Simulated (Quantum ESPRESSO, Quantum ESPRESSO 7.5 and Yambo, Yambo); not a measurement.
# CsGeCl3 (R3m): the gap under hydrostatic strain

Aim: the gap of CsGeCl3 (R3m) under hydrostatic strain, by LDA and G0W0.

Method: LDA and many-body steps on it, plane waves, in Quantum ESPRESSO 7.5 and Yambo 5.3.0.

## Step 1: Starting point

It takes space group R3m (No. 160, trigonal). Conventional cell: a = 7.694 Å, b = 7.694 Å, c = 9.535 Å, α = 90.00°, β = 90.00°, γ = 120.00°. Cs has 12 Cl at 3.86 to 3.90 Å nearest. Ge has 3 Cl at 2.37 Å nearest. Nearest to Cl lie 2 Ge at 2.37 to 3.10 Å and 4 Cs at 3.86 to 3.90 Å. Farther neighbours and most contacts between anions are not listed.

The cell and positions are those that the Materials Project relaxed with its own functionals (PBE, PBE+U or r2SCAN), before strain. Spin-orbit coupling is left out unless a step names it.

## Step 2: Ground state

This step: Quantum ESPRESSO 7.5; DFT, LDA, plane waves, norm-conserving pseudopotentials.

The ground-state density comes first.

The input, pw.in:

```
&control
  calculation = 'scf'
  prefix = 'x'
  outdir = 'o'
  pseudo_dir = 'pseudo'
  tprnfor = .true.
  tstress = .true.
/
&system
  ibrav = 0
  nat = 5
  ntyp = 3
  ecutwfc = 116.0
  nbnd = 32
  force_symmorphic = .true.
/
&electrons
  conv_thr = 1e-10
  electron_maxstep = 80
  mixing_beta = 0.5
/
ATOMIC_SPECIES
  Cs 132.91 Cs.upf
  Ge 72.63 Ge.upf
  Cl 35.45 Cl.upf
CELL_PARAMETERS angstrom
  3.8468163907 2.2209604787 3.1783005336
  -3.8468163907 2.2209604787 3.1783005336
  0.0000000000 -4.4419209574 3.1783005336
ATOMIC_POSITIONS crystal
  Cs 0.9984033500 0.9984033500 0.9984033500
  Ge 0.5155331500 0.5155331500 0.5155331500
  Cl 0.4967126700 0.4967126700 0.9486381700
  Cl 0.4967126700 0.9486381700 0.4967126700
  Cl 0.9486381700 0.4967126700 0.4967126700
K_POINTS automatic
  4 4 4 0 0 0
```

The run is started by

```sh
OMP_NUM_THREADS=1 mpirun -n 8 pw.x -nk 8 -in pw.in > pw.out
```

The log of the run:

```text
Program PWSCF v.7.5 starts

     This program is part of the open-source Quantum ESPRESSO suite
     for quantum simulation of materials; please cite
         "P. Giannozzi et al., J. Phys.:Condens. Matter 21 395502 (2009);
         "P. Giannozzi et al., J. Phys.:Condens. Matter 29 465901 (2017);
         "P. Giannozzi et al., J. Chem. Phys. 152 154105 (2020);
     in publications or presentations arising from this work. More details at
     Message from routine setup:
[...]
total   stress  (Ry/bohr**3)                   (kbar)     P=      -19.28
  -0.00013102  -0.00000000  -0.00000000          -19.27       -0.00       -0.00
   0.00000000  -0.00013102  -0.00000000            0.00      -19.27       -0.00
  -0.00000000   0.00000000  -0.00013105           -0.00        0.00      -19.28

     XML data file, charge density, pseudopotentials, collected wavefunctions

=------------------------------------------------------------------------------=
   JOB DONE.
=------------------------------------------------------------------------------=
[key lines of the parts left out:]
!    total energy              =    -704.66762700 Ry
convergence has been achieved in  11 iterations
```

Elapsed: 30 s, on 8 MPI ranks of Arm Neoverse V2, shared host; peak memory 1.8 GiB; 4 min of CPU time.

Numbers from this step:

```yaml
total_energy: -9587.4915 eV
gap: 1.977 eV
k_of_the_valence_top: -0.5, -0.5, -0.5
k_of_the_conduction_bottom: -0.5, -0.5, -0.5
least_direct_gap: 1.977 eV
pressure: -1.928 GPa
```

The gap is direct, at (-0.500, -0.500, -0.500).

With these pseudopotential files and this cutoff the stress is not reliable, so the pressure is no result.

## Step 3: Empty states on the mesh, 4×4×4 mesh, 137 bands

The sums over transitions need many empty states on a uniform mesh; this step solves for them.

pw.in: that of step 2 with these lines changed.

```diff
@@ -1,3 +1,3 @@
 &control
-  calculation = 'scf'
+  calculation = 'nscf'
   prefix = 'x'
@@ -5,4 +5,2 @@
   pseudo_dir = 'pseudo'
-  tprnfor = .true.
-  tstress = .true.
 /
@@ -13,3 +11,3 @@
   ecutwfc = 116.0
-  nbnd = 32
+  nbnd = 137
   force_symmorphic = .true.
@@ -17,5 +15,6 @@
 &electrons
-  conv_thr = 1e-10
+  conv_thr = 1e-9
   electron_maxstep = 80
-  mixing_beta = 0.5
+  diago_full_acc = .true.
+  diago_thr_init = 5e-6
 /
```

The run is started by

```sh
OMP_NUM_THREADS=1 mpirun -n 8 pw.x -nk 4 -in pw.in > pw.out
```

The log of the run:

```text
[banner, memory and clock lines left out]
Program PWSCF v.7.5 starts

     Atomic positions and unit cell read from directory:
     o/x.save/

     Message from routine setup:
     using ibrav=0 with symmetry is DISCOURAGED, use correct ibrav instead

     bravais-lattice index     =            0
     lattice parameter (alat)  =      10.3215  a.u.
     unit-cell volume          =    1099.4743 (a.u.)^3
     number of atoms/cell      =            5
     number of atomic types    =            3
     number of electrons       =        52.00
[...]
[... 6 further rows ...]
[...]
42.9173

          k = 0.0000 0.4099-0.2864 ( 23216 PWs)   bands (ev):

  -159.0601-106.7233-106.7233-106.6861 -20.9459 -20.9451 -20.9077 -20.9073
[...]
23.0022  23.7377  24.1407  24.3622  24.5074  24.8755  25.0404  25.1005
     [... 6 further rows ...]
    40.5398  40.9560  41.0404  41.0595  41.5123  42.1672  42.3969  42.8274
    42.9098

          k =-0.1775-0.1025 0.2864 ( 23191 PWs)   bands (ev):

     [... further k-points ...]

     highest occupied, lowest unoccupied level (ev):     3.7156    5.6926

     XML data file, pseudopotentials, collected wavefunctions
```

The job ended after 82 s (8 MPI ranks; peak memory 1.7 GiB; 11 min of CPU time).

Numbers from this step:

* gap: 1.977 eV
* k of the valence top: -0.5, -0.5, -0.5
* k of the conduction bottom: -0.5, -0.5, -0.5
* least direct gap: 1.977 eV
* k points computed: 13
* lowest point of the top converged band, above the valence top: 37.96 eV

On this mesh the gap is 1.977 eV.

## Step 4: Conversion and set-up

This step: Yambo 5.3.0; conversion and set-up on LDA, plane waves, norm-conserving pseudopotentials.

The states are converted to the many-body program's format and the q mesh is built.

The run is started by

```sh
(cd o/x.save; p2y > p2y.log; mv SAVE ../..); yambo > setup.log
```

The log of the run:

```text
 Yambo, version 5.3.0

 [02] CORE Variables Setup
 =========================

  [02.01] Unit cells
  ==================

  Cell kind             :  Unknown
  Atoms in the cell     :  Cs  Ge  Cl
  number of Cs atoms    :  1
  number of Ge atoms    :  1
  number of Cl atoms    :  3

  List of atomic masses
  Mass of Cs    :  132.9100
  Mass of Ge    :  72.63000
  Mass of Cl    :  35.45000

  List of atomic coordinates    : [cc]
  Cs1       : -0.52561E-15  0.41666E-15   17.990      order 1
  Ge1       : -0.14928E-15  0.41845E-16   9.2891      order 2
[...]
Q [ 1]         [rlu]:  0.000000  0.000000  0.000000
 Q [ 2]         [rlu]:  0.58045E-16  0.58045E-16  0.25000
 Q [ 3]         [rlu]:  0.20241E-16 -0.75147E-17 -0.50000
[...]
Q [ 8]         [rlu]:  0.250000  0.250000  0.250000
 Q [ 9]         [rlu]:  0.250000  0.250000  0.500000
 Q [10]         [rlu]:  0.250000  0.250000 -0.250000
 Q [11]         [rlu]:  0.250000  0.500000  0.500000
 Q [12]         [rlu]:  0.250000 -0.500000 -0.250000
 Q [13]         [rlu]: -0.500000 -0.500000 -0.500000

  [03.01] X indexes
  =================

   [03.01.01] Sigma indexes
   ========================

 [06] Game Over & Game summary
```

Wall time 6.3 s (1 MPI rank); peak memory 0.28 GiB.

## Step 5: G0W0, strain +0 %

G0W0 replaces the xc potential by the self-energy, built once from these orbitals. Only a window of levels is corrected, while the sums run over the empty bands that the input names.

This step: G0W0 on LDA, plane waves, norm-conserving pseudopotentials.

The input, gw1.in:

```
HF_and_locXC
gw0
dyson
ppa
em1d
rim_cut
RandQpts= 1000000
RandGvec= 1 RL
EXXRLvcs= 116 Ry
VXCRLvcs= 464 Ry
Chimod= "HARTREE"
% BndsRnXp
 1 | 137 |
%
NGsBlkXp= 7 Ry
% LongDrXp
 1 | 1 | 1 |
%
% GbndRnge
 1 | 137 |
%
DysSolver= "n"
ExtendOut
PPAPntXp= 27.21138 eV
% QPkrange
 13 | 13 | 25 | 28 |
 1 | 1 | 25 | 28 |
%
```

The run is started by

```sh
OMP_NUM_THREADS=1 mpirun -n 8 yambo -F gw1.in -J gw1 -C gw1 > gw1.log
```

The log of the run:

```text
 Yambo, version 5.3.0

 [02] CORE Variables Setup
 =========================

  [... cell, symmetries and grids as in the set-up ...]

  [02.05] Energies & Occupations
  ==============================

  [X] === General ===
  [X] Electronic Temperature                        :  0.000000  0.000000 [eV K]
  [X] Bosonic    Temperature                        :  0.000000  0.000000 [eV K]
  [X] Finite Temperature mode                       : no
  [X] El. density                                   :  0.31916E+24 [cm-3]
  [X] Fermi Level                                   :  3.715573 [eV]

  [X] === Gaps and Widths ===
  [X] Conduction Band Min                           :  1.976977 [eV]
  [X] Valence Band Max                              :  0.000000 [eV]
  [X] Filled Bands                                  :  26
  [X] Empty Bands                                   :   27  137
  [X] Direct Gap                                    :  1.976977 [eV]
  [X] Direct Gap localized at k                     :  13
  [X] Indirect Gap                                  :  1.976977 [eV]
  [X] Indirect Gap between kpts                     :  13  13
  [X] Last valence band width                       :  2.298801 [eV]
  [X] 1st conduction band width                     :  1.945151 [eV]

 [03] Transferred momenta grid and indexing
 ==========================================

 IBZ Q-points                                      :  13
 BZ  Q-points                                      :   64

 K/Q-points units:
 rlu = crystal or reduced units; cc = cartesian coordinates; iku = interal k-units

 Q [ 1]         [rlu]:  0.000000  0.000000  0.000000
 Q [ 2]         [rlu]:  0.58045E-16  0.58045E-16  0.25000
 Q [ 3]         [rlu]:  0.20241E-16 -0.75147E-17 -0.50000
[...]
Q [ 8]         [rlu]:  0.250000  0.250000  0.250000
 Q [ 9]         [rlu]:  0.250000  0.250000  0.500000
 Q [10]         [rlu]:  0.250000  0.250000 -0.250000
 Q [11]         [rlu]:  0.250000  0.500000  0.500000
 Q [12]         [rlu]:  0.250000 -0.500000 -0.250000
 Q [13]         [rlu]: -0.500000 -0.500000 -0.500000

 [04] Coloumb potential Random Integration (RIM)
 ===============================================

  [04.01] RIM initialization
  ==========================

  * Diagonal components only detected *

  8 x (sBL volume)        :  0.028201 [a.u.]
  sBZ random points       :  1000000
  Points outside the sBZ  :   7991582
  RL volume               :  0.225608 [a.u.]
  Integrated volume       :  0.225846 [a.u.]

  [04.02] RIM integrals
  =====================

  Gamma point sphere radius             :  0.055213 [a.u.]
  Points outside the sphere             :   799872
  [Int_sBZ(q=0) 1/q^2]*(Vol_sBZ)^(-1/3) =:  7.679069
                                 should be <:  7.795600

  Summary of Coulomb integrals for non-metallic bands |Q|[au] RIM/Bare

  Q [1] 0.100000E-4 0.985052 * Q [2] 0.152197 1.050577
[...]
[EXS] Plane waves :  23175

 QP @ state[ 1 ] K range:  1  1
 QP @ state[ 1 ] b range:  25  28
 QP @ state[ 2 ] K range:  13  13
 QP @ state[ 2 ] b range:  25  28

 [xc] Functional : Slater exchange(X)+Perdew & Wang(C)
 [xc] LIBXC used to calculate xc functional
  PP Number of Atomic Species                      :  3
  NLCC RL compoments                               :  185603
  PP Number of Atomic Species                      :  3
  NLCC RL compoments                               :  185603

 [xc] E_xc :  -34.35788 [Ha]
      E_xc :  -68.71575 [Ry]

  Local XC kind (lXC) : Slater exchange(X)+Perdew & Wang(C)
  Non-Local XC kind (nlXC) : Hartree-Fock

  Corrections @ K [1] :  [eV]
 <25|nlXC|25> = -18.48015  0.72143E-17 <25|lXC|25> = -14.04877  0.47204E-16
 <26|nlXC|26> = -18.00147 -0.71117E-17 <26|lXC|26> = -13.96889  0.000000
 <27|nlXC|27> = -3.109068  0.56698E-18 <27|lXC|27> = -7.349396  0.000000
[...]
Corrections @ K [13] :  [eV]
[...]
<27|nlXC|27> = -6.984170 -0.16897E-17 <27|lXC|27> = -11.31106  0.000000
 <28|nlXC|28> = -6.984170  0.83347E-18 <28|lXC|28> = -11.31106  0.82607E-16

  [07.01] Hartree-Fock occupations report
  =======================================

  [Hartree-Fock] === General ===
  [Hartree-Fock] Electronic Temperature             :  0.000000  0.000000 [eV K]
  [Hartree-Fock] Bosonic    Temperature             :  0.000000  0.000000 [eV K]
  [Hartree-Fock] Finite Temperature mode            : no
  [Hartree-Fock] El. density                        :  0.31916E+24 [cm-3]
  [Hartree-Fock] Fermi Level                        :  3.715573 [eV]

  [Hartree-Fock] === Gaps and Widths ===
  [Hartree-Fock] Conduction Band Min                :  2.170029 [eV]
  [Hartree-Fock] Valence Band Max                   : -0.517876 [eV]
  [Hartree-Fock] Filled Bands                       :  26
  [Hartree-Fock] Empty Bands                        :   27  137
  [Hartree-Fock] Direct Gap                         :  2.687905 [eV]
  [Hartree-Fock] Direct Gap localized at k          :  11
  [Hartree-Fock] Indirect Gap                       :  2.687905 [eV]
  [Hartree-Fock] Indirect Gap between kpts          :  11  11
  [Hartree-Fock] Last valence band width            :  5.813509 [eV]
  [Hartree-Fock] 1st conduction band width          :  5.291626 [eV]

 [08] Dyson equation: Newton solver
 ==================================

  [08.01] G0W0 (W PPA)
  ====================

  [  GW  ] Bands range     :    1  137
  [GW/PPA] G damping       :  0.100000 [eV]

  QP @ state[ 1 ] K range:  1  1
  QP @ state[ 1 ] b range:  25  28
  QP @ state[ 2 ] K range:  13  13
  QP @ state[ 2 ] b range:  25  28

   Sc/G bands                                       :    1  137
   Sc/G damping                                     :  0.100000 ev
   Sc bands terminator                              : no
   Sx RL components                                 :  23175

   QP @ state[ 1 ] K range                          :  1  1
   QP @ state[ 1 ] b range                          :  25  28
   QP @ state[ 2 ] K range                          :  13  13
   QP @ state[ 2 ] b range                          :  25  28
   GF energies kind                                 : Slater exchange(X)+Perdew & Wang(C)
   GF WF`s kind                                     : Slater exchange(X)+Perdew & Wang(C)
   Xs energies kind                                 : Slater exchange(X)+Perdew & Wang(C)
   Xs WF`s kind                                     : Slater exchange(X)+Perdew & Wang(C)

 [11] Game Over & Game summary
```

The job ended after 11 min (8 MPI ranks; peak memory 12 GiB).

This step gave:

* G0W0 gap on the points computed: 3.570 eV
* starting gap on the mesh: 1.977 eV
* k of the valence top: -0.5, -0.5, -0.5
* k of the conduction bottom: -0.5, -0.5, -0.5
* least direct G0W0 gap on the computed points: 3.570 eV
* Z at the valence top: 0.8002
* Z at the conduction bottom: 0.8194

The gap on the mesh goes from 1.98 eV to 3.57 eV, a correction of +1.59 eV.

## Step 6: G0W0, strain -1 %

The cell differs from the one that the last finished run ended in (a 5.462 → 5.407 Å, b 5.462 → 5.407 Å, c 5.462 → 5.407 Å).

gw2.in, as its differences from gw1.in of step 5:

```diff
@@ -14,3 +14,3 @@
 %
-NGsBlkXp= 7 Ry
+NGsBlkXp= 353 RL
 % LongDrXp
```

The run is started by

```sh
OMP_NUM_THREADS=1 mpirun -n 8 yambo -F gw2.in -J gw2 -C gw2 > gw2.log
```

The log of the run:

```text
 Yambo, version 5.3.0

 [02] CORE Variables Setup
 =========================

  [... cell, symmetries and grids as in the set-up ...]

  [02.05] Energies & Occupations
  ==============================

  [X] === General ===
  [X] Electronic Temperature                        :  0.000000  0.000000 [eV K]
  [X] Bosonic    Temperature                        :  0.000000  0.000000 [eV K]
  [X] Finite Temperature mode                       : no
  [X] El. density                                   :  0.32893E+24 [cm-3]
[...]
Sx RL components                                 :  22491

   QP @ state[ 1 ] K range                          :  1  1
   QP @ state[ 1 ] b range                          :  25  28
   QP @ state[ 2 ] K range                          :  13  13
   QP @ state[ 2 ] b range                          :  25  28
   GF energies kind                                 : Slater exchange(X)+Perdew & Wang(C)
   GF WF`s kind                                     : Slater exchange(X)+Perdew & Wang(C)
   Xs energies kind                                 : Slater exchange(X)+Perdew & Wang(C)
   Xs WF`s kind                                     : Slater exchange(X)+Perdew & Wang(C)

 [11] Game Over & Game summary
```

It took 11 min on 8 MPI ranks; peak memory 12 GiB.

Numbers from this step:

- G0W0 gap on the points computed: 3.420 eV
- starting gap on the mesh: 1.876 eV
- k of the valence top: -0.5, -0.5, -0.5
- k of the conduction bottom: -0.5, -0.5, -0.5
- least direct G0W0 gap on the computed points: 3.420 eV

The gap on the mesh goes from 1.88 eV to 3.42 eV, a correction of +1.54 eV.

Ground state, empty states and screening of this cell were made anew, as for the first cell; those steps are not shown. 

(Continued in part 2 of 2.)

[Paths, hosts, dates, memory and timing lines, banners, echoed tables and standing remarks are left out of the program output.]

[Logs are printed without paths, hosts, clocks, repeated set-up lines and the standing remarks that a program may print on its own settings, such as how far it seeks lower states.]

[Runs of the session that timed out or met a known fault of the program may be left out.]

[Hosts, paths, dates, database ids (printed as entryN), source tags and the programs' standing remarks are cut or masked in the printed files.]
